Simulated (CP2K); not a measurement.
Two runs for the C K edge of 2-aminooxazole. Run A: CP2K XAS_TDP, all-electron GAPW, PBEh(45%), aug-cc-pVDZ, TDA, no relativity. Run B differs in one setting.

First lines with a strength over 0.0015. A:

```csv
atom,energy (eV),states,"strength, one atom"
C2 (bonded to 2 N and O),284.37,1,0.0714
,288.35,1,0.0038
,288.41,1,0.0149
,288.98,1,0.0087
,289.65,1,0.0188
"C4 (bonded to C, N and H)",282.42,1,0.0535
,284.98,1,0.0096
,285.40,1,0.0022
,285.58,1,0.0035
,285.93,1,0.0021
"C5 (bonded to C, O and H)",282.98,1,0.0506
,285.32,1,0.0223
,285.72,1,0.0108
,286.49,1,0.0086
,286.61,1,0.0022
```

B:

| atom | energy (eV) | states | strength, one atom |
| --- | --- | --- | --- |
| C2 (bonded to 2 N and O) | 279.23 | 1 | 0.0561 |
|  | 281.33 | 1 | 0.0021 |
|  | 281.36 | 1 | 0.0034 |
|  | 282.06 | 1 | 0.0027 |
|  | 283.08 | 1 | 0.0108 |
| C4 (bonded to C, N and H) | 276.95 | 1 | 0.0382 |
|  | 278.17 | 1 | 0.0015 |
|  | 278.48 | 1 | 0.0034 |
|  | 278.76 | 1 | 0.0066 |
|  | 279.67 | 1 | 0.0018 |
| C5 (bonded to C, O and H) | 277.45 | 1 | 0.0389 |
|  | 278.71 | 1 | 0.0051 |
|  | 279.07 | 1 | 0.0034 |
|  | 279.73 | 1 | 0.0028 |
|  | 279.98 | 1 | 0.0057 |

Q: Which was it: GW2X switched on, the functional, the basis, scalar relativity switched on?

The functional (functional from PBEh(45%) to PBE0; the lines alone don't name the new value). A functional moves all lines by electronvolts and changes their spacings and strengths. Against PBEh(45%) in aug-cc-pVDZ, the leading lines move by -5.14 eV (C2, to 279.23), -5.47 eV (C4, to 276.95) and -5.53 eV (C5, to 277.45); the strength of C2's goes from 0.0714 to 0.0561. The next line of C2 over the strength cut lies 2.10 eV higher, against 3.98.

[Banner, clock and machine lines of the logs are left out without a mark of their own.]

[Logs are printed without paths, hosts, clocks, repeated set-up lines and the standing remarks that a program may print on its own settings, such as how far it seeks lower states.]

[Hosts, paths, dates, database ids (printed as entryN), source tags and the programs' standing remarks are cut or masked in the printed files.]
